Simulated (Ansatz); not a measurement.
**Ir (Fm-3m, 1 atom in the cell): Grüneisen parameters**

Aim: how the phonons of Ir (Fm-3m, 1 atom in the cell) shift with volume, and the thermal expansion that follows.

Calculated with Ansatz 0.2.0; DFT PBEsol, scalar-relativistic, plane waves, PAW; PAW set soft_1.

The database entry behind the starting cell differs from later determinations by our own check (0.1 to 0.3 % short, probably kX units), so it need not match the best structure at ambient conditions.

**1. The structure**

The structure is cubic, space group Fm-3m (No. 225). The conventional cell has a = 3.830 Å, b = 3.830 Å, c = 3.830 Å, α = 90.00°, β = 90.00°, γ = 90.00°. Nearest to Ir lie 12 Ir at 2.71 Å.

**2. Response at finite wavevector**

The cell comes from relaxations at this level that are not shown. Stability and thermal properties need the whole zone. Linear response on a 4×4×4 q mesh gives force constants as far as a supercell of that size would.

File input.yaml:

```yaml
crystal:
  lattice:
    - [0.0, 1.9147623234, 1.9147623234]
    - [1.9147623234, 0.0, 1.9147623234]
    - [1.9147623234, 1.9147623234, 0.0]
  atoms:
    - { symbol: Ir, position: [0.0, 0.0, 0.0] }
kpoints:
  mp_grid: { grid: [20, 20, 20] }
hamiltonian:
  xc: pbesol
  pseudopotentials: { kind: paw, azcp: { folder: soft_1 }, xc_functional: pbe }
scf:
  occupations: { method: methfessel_paxton, width: 0.2 }
output:
  eigenvalues: true
phonons:
  method: dfpt
  qmesh: [4, 4, 4]
  temperatures: { t_max: 1000, t_step: 50 }
  qpath:
    path:
      - [[0.0, 0.0, 0.0], [0.5, 0.0, 0.5], [0.625, 0.25, 0.625]]
      - [[0.375, 0.375, 0.75], [0.0, 0.0, 0.0], [0.5, 0.5, 0.5], [0.5, 0.25, 0.75], [0.5, 0.0, 0.5]]
    npoints: 10
```

Launch:

```sh
ansatz run input.yaml --threads 4 --pin off --max-ram 10240MiB --backend cpu --events-out ev --progress --plain --runs-dir out
```

Numbers of over 12 decimals in the logs are rounded to 6 here.

Log:

```text
Engine: ansatz 0.2.0, aarch64-unknown-linux-gnu
Pseudopotentials: kind: paw
Pseudopotential: Ir, paw, valence charge 17, recommended cutoff 420 eV (normal), soft_1/Ir.paw.azcp
Functional definition: PBEsol
  exchange = pbesol_x
  correlation = pbesol_c
Crystal: 1 atoms, lattice volume = 14.040 Å³
Basis set: ecut = 420 eV, 283 PW (Γ), exchange–correlation on 40×40×40 points (8 copies of the dense FFT grid, shifted against one another)
Bands: 13, of which v1, the nominal top of the filled ones, is band 9 counted from 1 (8 counted from 0)
Symmetry: 48 space group operations
k-points: 256 of 8000
Non-local potential: Ir, projectors of the file, l = 0: 3, l = 1: 2, l = 2: 2, l = 3: 1
PAW form: soft (Blöchl's): semilocal exchange-correlation on the pseudo side does not see the compensation charge
PAW frozen core: Ir, regenerated for the run's functional, and the local potential with it (the file was generated under x = pbe(κ = 0.804, μ = 0.219515), c = pbe(β = 0.066725))
PAW one-centre angular grid: Ir, 590 points (default); XC on 64 Gauss nodes
Initial density: superposition of atomic densities (chi_scale 0.1, normalization cell)
Initial wavefunctions: pseudopotential atomic-orbital guess
Functional: x = pbesol(κ = 0.804, μ = 0.123457), c = pbesol(β = 0.046)
SCF iter   1: F=—  HF=-11800.555928 eV  |F-HF|=—  |Δ(HF+E_count)|=         —  Δρ=5.28e-2  dr2=2.94e-1  ethr=3.10e-3  ⟨swp⟩=5.0  Hψ=16406  notcnv=0
preconditioner: auto → none  [metal: Δε(μ)=0.018 eV  Ē_g=14.253 eV  σ=0.200 eV  W_gap=0.08  n_scr=0 (ndim 8)  ℏωp=29.7 eV  f_vac=0.000  D(μ)=0.53/eV (n_scr^D=0)]
SCF iter   2: F=—  HF=-11800.451781 eV  |F-HF|=—  |Δ(HF+E_count)|=   1.04e-1  S|Δr|=    0.00e0  Δρ=1.64e-2  dr2=8.23e-3  ethr=1.73e-3  ⟨swp⟩=2.6  Hψ=7337  notcnv=0  defer=46
SCF iter   3: F=—  HF=-11800.448970 eV  |F-HF|=—  |Δ(HF+E_count)|=   2.81e-3  S|Δr|=    0.00e0  Δρ=7.49e-3  dr2=1.79e-3  ethr=4.84e-5  ⟨swp⟩=1.2  Hψ=3670  notcnv=0  defer=46
SCF iter   4: F=—  HF=-11800.448288 eV  |F-HF|=—  |Δ(HF+E_count)|=   6.82e-4  S|Δr|=    0.00e0  Δρ=2.05e-4  dr2=1.91e-6  ethr=1.05e-5  ⟨swp⟩=1.0  Hψ=3282  notcnv=0  defer=46
SCF iter   5: F=—  HF=-11800.448284 eV  |F-HF|=—  |Δ(HF+E_count)|=   4.27e-6  S|Δr|=    0.00e0  Δρ=3.77e-5  dr2=1.05e-7  ethr=1.12e-8  ⟨swp⟩=2.0  Hψ=5472  notcnv=0  defer=46
SCF iter   6: F=—  HF=-11800.448284 eV  |F-HF|=—  |Δ(HF+E_count)|=   3.59e-8  S|Δr|=    0.00e0  Δρ=1.88e-6  dr2=2.41e-10  ethr=6.17e-10  ⟨swp⟩=2.1  Hψ=5383  notcnv=0  defer=46
SCF iter   7: F=-11800.448284 eV  HF=-11800.448284 eV  |F-HF|=3.64e-12  |Δ(HF+E_count)|=  4.73e-11  S|Δr|=    0.00e0  Δρ=2.14e-7  dr2=3.83e-12  ethr=1.00e-12  ⟨swp⟩=5.9  Hψ=13755  notcnv=0
SCF 1 converged in 7 iterations: F = -11800.448284 eV  dr2 = 3.83e-12
  greatest PAW one-centre occupation: 1.000 electrons in one spin orbital (limit 2), on the Ir atom at site 0 (counted from 0), in its partial waves of l = 0
NSCF: frozen V_eff on 256 k-points
NSCF: frozen V_eff on 641 k-points
DFPT response loops at q = (0, 0, 0) (fractional): preconditioner auto → Kerker (q_TF=auto, 2.817 Å⁻¹) (partly filled bands, converged f_vac=0.000); β = 1.00, the filter's whole step (`scf.mixing.beta` (0.50) is not read by the response loops under this deck's `scf.mixing.preconditioner`; to damp them name `kerker` or `kerker_dos`, under which they read `scf.mixing.beta`, and type it under 1.00, their step now; both keys bind the ground state too); Broyden in place of MSR1
NSCF: frozen V_eff on 8400 k-points
DFPT response loops at q = (0, 0, 0.25) (fractional): mixed as the last ones told, above
NSCF: frozen V_eff on 4224 k-points
DFPT response loops at q = (0, 0, -0.5) (fractional): mixed as the last ones told, above
NSCF: frozen V_eff on 4420 k-points
DFPT response loops at q = (0, 0.25, 0.25) (fractional): mixed as the last ones told, above
NSCF: frozen V_eff on 16000 k-points
DFPT response loops at q = (0, 0.25, -0.5) (fractional): mixed as the last ones told, above
NSCF: frozen V_eff on 8400 k-points
DFPT response loops at q = (0, 0.25, -0.25) (fractional): mixed as the last ones told, above
NSCF: frozen V_eff on 2332 k-points
DFPT response loops at q = (0, -0.5, -0.5) (fractional): mixed as the last ones told, above
NSCF: frozen V_eff on 4420 k-points
DFPT response loops at q = (0.25, -0.5, -0.25) (fractional): mixed as the last ones told, above
SCF converged after 7 iterations
Stability not checked: this state was not tested for a lower state beside it, because cold or Methfessel-Paxton smearing, or corrected tetrahedra, fill the levels in a way that the test cannot read (fill_not_monotonic; see scf.lower_state_search)
Free energy (F): -11800.448284 eV
Harris-Foulkes:  -11800.448284 eV  (|F-HF|=3.64e-12)
Internal energy: -11800.451159 eV  (E = F + TS)
E sigma→0 (E₀):  -11800.449003 eV
Entropy (-TS):   0.002875 eV (2.875 meV/atom)
Fermi energy:    25.824442 eV
--- Per-component energies (eV) ---
  E_band       = -82.486420
  E_kinetic    = 540.423681
  E_local      = -1091.092420  (includes V_loc(G=0)·N_el)
  E_nonlocal   = 193.024923
  E_hartree    = 407.395159
  E_xc         = -229.371131
  E_vxc        = -256.826136  (∫ρ·V_xc dr)
  E_paw        = -9129.940341  (= ΣΔE_a)
  E_vpaw       = -282.807072  (= ΣTr[D̂ρ^β])
  E_aug_tail   = 0.000360  (compensation charges beyond the density's cutoff)
  E_ewald      = -2491.156738
  E_core_change = 0.265348  (= ΣΔE_core)
  E_smearing   = 0.002875  (= −TS)
  E_closure    = 0.000000  (closes the sum)
  Σ components = -11800.448284   (vs F -11800.448284, Δ=0.00e0)
--- Band table (eV; the first three rows and the last of 256) ---
  k-point 0: bands = [... 5 lower, 21.9233, 21.9233, 21.9233, 24.6731, 24.6731, 39.4289, 44.9646, 44.9646]
  k-point 1: bands = [... 5 lower, 21.8612, 21.9727, 21.9727, 24.6398, 24.6398, 39.6266, 44.4221, 45.1535]
  k-point 2: bands = [... 5 lower, 21.6970, 22.1062, 22.1062, 24.5612, 24.5612, 40.1806, 43.2632, 45.7077]
  k-point 255: bands = [... 5 lower, 20.9185, 20.9185, 24.0322, 27.3934, 34.0370, 34.9238, 34.9238, 39.2325]
--- Phonons (Γ-DFPT): 1 representative perturbation + reference (Σ response iterations 3) ---
  ASR residual: 1.502e-4 → 0.000e0 eV/Å²; symmetrization residual: 7.124e-12 eV/Å²
  ASR residual per site (eV/Å²): 1.50e-4
  Γ frequencies (cm⁻¹): 0.00 0.00 0.00
--- Phonons (arbitrary-q DFPT): 8 irreducible q on the 4×4×4 mesh ---
  q = [0.0000, 0.0000, 0.0000] (star 1, of the zone-centre solve; hermiticity 1.33e-9, symmetrization 4.74e-8): 0.00 0.00 0.00
  q = [0.0000, 0.0000, 0.2500] (star 8, 1 solved perturbation on 4200 of 8000 k-point pairs; hermiticity 6.49e-14, symmetrization 4.47e-13): 88.48 88.48 170.15
  q = [0.0000, 0.0000, -0.5000] (star 4, 1 solved perturbation on 2112 of 8000 k-point pairs; hermiticity 5.66e-10, symmetrization 2.83e-10): 117.90 117.90 203.78
  q = [0.0000, 0.2500, 0.2500] (star 6, 2 solved perturbations in 3420 linear systems a pass and spin channel, the states on 2210 of 8000 k-point pairs; hermiticity 2.06e-14, symmetrization 3.32e-14): 117.08 117.08 184.67
  q = [0.0000, 0.2500, -0.5000] (star 24, 2 solved perturbations in 12200 linear systems a pass and spin channel, the states on 8000 of 8000 k-point pairs; hermiticity 7.67e-8, symmetrization 1.03e-8): 137.82 155.63 189.65
  q = [0.0000, 0.2500, -0.2500] (star 12, 2 solved perturbations in 6410 linear systems a pass and spin channel, the states on 4200 of 8000 k-point pairs; hermiticity 1.21e-14, symmetrization 1.41e-14): 129.51 143.53 190.65
  q = [0.0000, -0.5000, -0.5000] (star 3, 2 solved perturbations in 1807 linear systems a pass and spin channel, the states on 1166 of 8000 k-point pairs; hermiticity 5.05e-14, symmetrization 6.75e-14): 148.29 148.29 197.90
  q = [0.2500, -0.5000, -0.2500] (star 6, 2 solved perturbations in 3326 linear systems a pass and spin channel, the states on 2210 of 8000 k-point pairs; hermiticity 1.83e-14, symmetrization 1.64e-13): 166.31 168.76 168.76
  sum rule: each row above includes the acoustic sum rule's correction from the zone centre's row sums; it moved no ω² by more than (0.46 cm⁻¹)²
  mesh force constants: q→R imaginary residual 0.00e0; ASR residual 1.502e-4 → 0.000e0 eV/Å²; symmetrization residual 2.487e-14 eV/Å²
  interpolated dispersion: 62 rows × 3 modes
  density of states and harmonic sums: on the 28×28×28 q-mesh, interpolated from the force constants of a 4×4×4 supercell (no non-analytic term)
  largest difference from the sums on the solved wave vectors: F 1.07e-2 eV, S 1.48e-5 and C_V 4.03e-6 eV/K
  zero-point energy: 0.027940 eV/cell   skipped modes (ω ≤ 0): 3   left out of the sums: 4.56e-5 of the cell's modes: C_V's classical limit lies that fraction below 3 k_B per atom; for a crystal, a wire or a layer, F and S can be off by more, and a phonons.interpolated_qmesh denser along its periods is the remedy for the sampling
```

Run time: 2.1 min. Hardware: 4 threads of Arm Neoverse V2, shared host; peak memory 3.6 GiB; 7.8 min of CPU time.

Reading the cycles: dr2 is the Hartree energy of the density residual (eV), the measure of convergence; HF is the Harris–Foulkes estimate of the energy, which meets the free energy F at convergence.

Numbers from this step:

```
volume per atom                                         : 14.04 Å³
gap on the k-mesh                                       : 0 eV
sum-rule residual before enforcement                    : 1.50e-4 eV/Å²
lowest frequency on the path                            : 0 cm⁻¹
highest frequency on the path or at a solved wavevector : 203.8 cm⁻¹
mean frequency                                          : 150.3 cm⁻¹
Debye temperature (second moment)                       : 286 K
logarithmic mean frequency                              : 145.9 cm⁻¹
lowest mode on the q mesh (acoustic modes at Γ apart)   : 88.48 cm⁻¹
zero-point energy per atom                              : 27.94 meV
heat capacity at 300 K                                  : 23.84 J/(mol atoms K)
vibrational entropy at 300 K                            : 34.41 J/(mol atoms K)
```

Frequencies (cm⁻¹) solved at each irreducible wavevector; negative means imaginary. Frequencies by wavevector, by row:

| q in reciprocal lattice units | star | mode 1 | mode 2 | mode 3 |
| --- | --- | --- | --- | --- |
| 0 0 0 | 1 | 0 | 0 | 0 |
| 0 0 0.25 | 8 | 88.5 | 88.5 | 170.2 |
| 0 0 -0.5 | 4 | 117.9 | 117.9 | 203.8 |
| 0 0.25 0.25 | 6 | 117.1 | 117.1 | 184.7 |
| 0 0.25 -0.5 | 24 | 137.8 | 155.6 | 189.7 |
| 0 0.25 -0.25 | 12 | 129.5 | 143.5 | 190.7 |
| 0 -0.5 -0.5 | 3 | 148.3 | 148.3 | 197.9 |
| 0.25 -0.5 -0.25 | 6 | 166.3 | 168.8 | 168.8 |

Symmetry leaves 8 wavevectors to solve. The lowest mode among them, the acoustic zeros apart, lies at q = (0, 0, 0.25) and is real, 88.5 cm⁻¹.

**3. Relaxing at another volume, volume ratio 0.97**

The volume is scaled by 0.97 and held; symmetry leaves nothing to relax, so this is a single point. The modes can then be followed against volume.

input.yaml, the sections that differ from step 2:

```yaml
crystal:
  lattice:
    - [0.0, 1.8954199674, 1.8954199674]
    - [1.8954199674, 0.0, 1.8954199674]
    - [1.8954199674, 1.8954199674, 0.0]
  atoms:
    - { symbol: Ir, position: [0.0, 0.0, 0.0] }
output:
  forces: true
  stress: true
  eigenvalues: true
# kpoints, hamiltonian, scf: as in step 2
# phonons: removed
```

Log:

```text
[...]
Crystal: 1 atoms, lattice volume = 13.619 Å³
Basis set: ecut = 420 eV, 283 PW (Γ), exchange–correlation on 36×36×36 points (8 copies of the dense FFT grid, shifted against one another)
Bands: 13, of which v1, the nominal top of the filled ones, is band 9 counted from 1 (8 counted from 0)
Symmetry: 48 space group operations
[...]
k-points: 256 of 8000
[...]
--- Band table (eV; the first three rows and the last of 256) ---
  k-point 0: bands = [... 5 lower, 22.7446, 22.7446, 22.7446, 25.6289, 25.6289, 40.3391, 46.0469, 46.0469]
  k-point 1: bands = [... 5 lower, 22.6791, 22.7962, 22.7962, 25.5932, 25.5932, 40.5460, 45.4988, 46.2443]
  k-point 2: bands = [... 5 lower, 22.5065, 22.9354, 22.9354, 25.5090, 25.5090, 41.1257, 44.3328, 46.8232]
  k-point 255: bands = [... 5 lower, 21.7073, 21.7073, 24.9411, 28.4920, 35.3273, 36.1545, 36.1545, 40.5869]
[key lines of the parts left out:]
SCF converged after 6 iterations
Free energy (F): -11800.431991 eV
Fermi energy:    26.831848 eV
P = ⅓ Tr σ = 12.7726 GPa (127.726 kbar)
```

Run time: 0.8 s. Hardware: 4 threads; peak memory 0.3 GiB; 2.4 s of CPU time.

This step gave:

```
pressure        : 12.77 GPa
volume per atom : 13.62 Å³
```

The run ends at a pressure of 12.77 GPa.

**4. Phonons at the other volume, volume ratio 0.97**

The phonons are repeated at this volume on the same k and q meshes.

input.yaml, the sections that differ from step 3:

```yaml
output:
  eigenvalues: true
phonons:
  method: dfpt
  qmesh: [4, 4, 4]
  temperatures: { t_max: 1000, t_step: 50 }
  qpath:
    path:
      - [[0.0, 0.0, 0.0], [0.5, 0.0, 0.5], [0.625, 0.25, 0.625]]
      - [[0.375, 0.375, 0.75], [0.0, 0.0, 0.0], [0.5, 0.5, 0.5], [0.5, 0.25, 0.75], [0.5, 0.0, 0.5]]
    npoints: 10
# crystal, kpoints, hamiltonian, scf: as in step 3
```

Log:

```text
[...]
Crystal: 1 atoms, lattice volume = 13.619 Å³
Basis set: ecut = 420 eV, 283 PW (Γ), exchange–correlation on 36×36×36 points (8 copies of the dense FFT grid, shifted against one another)
Bands: 13, of which v1, the nominal top of the filled ones, is band 9 counted from 1 (8 counted from 0)
Symmetry: 48 space group operations
k-points: 256 of 8000
[...]
SCF iter   1: F=—  HF=-11800.538140 eV  |F-HF|=—  |Δ(HF+E_count)|=         —  Δρ=5.35e-2  dr2=2.86e-1  ethr=3.10e-3  ⟨swp⟩=5.0  Hψ=16490  notcnv=0
[...]
SCF iter   7: F=-11800.431991 eV  HF=-11800.431991 eV  |F-HF|=1.82e-12  |Δ(HF+E_count)|=  7.46e-11  S|Δr|=    0.00e0  Δρ=1.99e-7  dr2=3.11e-12  ethr=1.00e-12  ⟨swp⟩=6.2  Hψ=14015  notcnv=0
SCF 1 converged in 7 iterations: F = -11800.431991 eV  dr2 = 3.11e-12
[...]
NSCF: frozen V_eff on 256 k-points
[...]
SCF converged after 7 iterations
[...]
Free energy (F): -11800.431991 eV
[...]
Internal energy: -11800.434643 eV  (E = F + TS)
E sigma→0 (E₀):  -11800.432654 eV
Entropy (-TS):   0.002652 eV (2.652 meV/atom)
Fermi energy:    26.831857 eV
[...]
--- Band table (eV; the first three rows and the last of 256) ---
  k-point 0: bands = [... 5 lower, 22.7446, 22.7446, 22.7446, 25.6289, 25.6289, 40.3391, 46.0469, 46.0469]
  k-point 1: bands = [... 5 lower, 22.6791, 22.7962, 22.7962, 25.5933, 25.5933, 40.5460, 45.4988, 46.2443]
  k-point 2: bands = [... 5 lower, 22.5065, 22.9354, 22.9354, 25.5090, 25.5090, 41.1257, 44.3328, 46.8232]
  k-point 255: bands = [... 5 lower, 21.7073, 21.7073, 24.9412, 28.4920, 35.3273, 36.1545, 36.1545, 40.5869]
[...]
ASR residual: 1.595e-4 → 0.000e0 eV/Å²; symmetrization residual: 1.486e-11 eV/Å²
  ASR residual per site (eV/Å²): 1.59e-4
  Γ frequencies (cm⁻¹): 0.00 0.00 0.00
--- Phonons (arbitrary-q DFPT): 8 irreducible q on the 4×4×4 mesh ---
[...]
interpolated dispersion: 62 rows × 3 modes
[...]
```

Run time: 1.9 min. Hardware: 4 threads; peak memory 3.5 GiB; 7.2 min of CPU time.

This step gave:

```yaml
sum_rule_residual_before_enforcement: 1.59e-4 eV/Å²
highest_frequency_on_the_path_or_at_a_solved_wavevector: 222.1 cm⁻¹
mean_frequency: 161.8 cm⁻¹
debye_temperature_second_moment: 308 K
logarithmic_mean_frequency: 156.8 cm⁻¹
lowest_mode_on_the_q_mesh_acoustic_modes_at_gamma_apart: 93.61 cm⁻¹
zero_point_energy_per_atom: 30.08 meV
heat_capacity_at_300_k: 23.67 J/(mol atoms K)
vibrational_entropy_at_300_k: 32.70 J/(mol atoms K)
```

Frequencies (cm⁻¹) solved at each irreducible wavevector; negative means imaginary. Frequencies by wavevector, by row:

| q in reciprocal lattice units | star | mode 1 | mode 2 | mode 3 |
| --- | --- | --- | --- | --- |
| 0 0 0 | 1 | 0 | 0 | 0 |
| 0 0 0.25 | 8 | 93.6 | 93.6 | 183 |
| 0 0 -0.5 | 4 | 125 | 125 | 222.1 |
| 0 0.25 0.25 | 6 | 125.2 | 125.2 | 196.9 |
| 0 0.25 -0.5 | 24 | 147.3 | 167.9 | 206.2 |
| 0 0.25 -0.25 | 12 | 136.8 | 156.1 | 205.8 |
| 0 -0.5 -0.5 | 3 | 159.7 | 159.7 | 215.6 |
| 0.25 -0.5 -0.25 | 6 | 178.4 | 183.9 | 183.9 |

The highest frequency on the path or at a solved wavevector is 222.1 cm⁻¹, +18.3 cm⁻¹ against the base run.

**5. Relaxing at another volume, volume ratio 1.03**

The volume is scaled by 1.03 and held; symmetry leaves nothing to relax, so this is a single point. The modes can then be followed against volume.

input.yaml, the sections that differ from step 4:

```yaml
crystal:
  lattice:
    - [0.0, 1.9337215992, 1.9337215992]
    - [1.9337215992, 0.0, 1.9337215992]
    - [1.9337215992, 1.9337215992, 0.0]
  atoms:
    - { symbol: Ir, position: [0.0, 0.0, 0.0] }
output:
  forces: true
  stress: true
  eigenvalues: true
# kpoints, hamiltonian, scf: as in step 4
# phonons: removed
```

Log:

```text
[...]
Crystal: 1 atoms, lattice volume = 14.461 Å³
Basis set: ecut = 420 eV, 283 PW (Γ), exchange–correlation on 40×40×40 points (8 copies of the dense FFT grid, shifted against one another)
Bands: 13, of which v1, the nominal top of the filled ones, is band 9 counted from 1 (8 counted from 0)
Symmetry: 48 space group operations
[...]
k-points: 256 of 8000
[...]
--- Band table (eV; the first three rows and the last of 256) ---
  k-point 0: bands = [... 5 lower, 21.1466, 21.1466, 21.1466, 23.7713, 23.7713, 38.5640, 43.9351, 43.9351]
  k-point 1: bands = [... 5 lower, 21.0876, 21.1940, 21.1940, 23.7401, 23.7401, 38.7530, 43.3974, 44.1160]
  k-point 2: bands = [... 5 lower, 20.9314, 21.3220, 21.3220, 23.6667, 23.6667, 39.2826, 42.2445, 44.6467]
  k-point 255: bands = [... 5 lower, 20.1744, 20.1744, 23.1733, 26.3591, 32.8206, 33.7649, 33.7649, 37.9564]
[key lines of the parts left out:]
SCF converged after 6 iterations
Free energy (F): -11800.433847 eV
Fermi energy:    24.874751 eV
P = ⅓ Tr σ = -10.6546 GPa (-106.546 kbar)
```

Elapsed: 0.82 s, on 4 threads; peak memory 0.3 GiB; 2.4 s of CPU time.

This step gave:

| Quantity | Value |
| --- | --- |
| pressure | -10.65 GPa |
| volume per atom | 14.46 Å³ |

The run ends at a pressure of -10.65 GPa.

[end of part 1 of 2]

[Logs are printed without paths, hosts, clocks, repeated set-up lines and the standing remarks that a program may print on its own settings, such as how far it seeks lower states.]

[Hosts, paths, dates, database ids (printed as entryN), source tags and the programs' standing remarks are cut or masked in the printed files.]
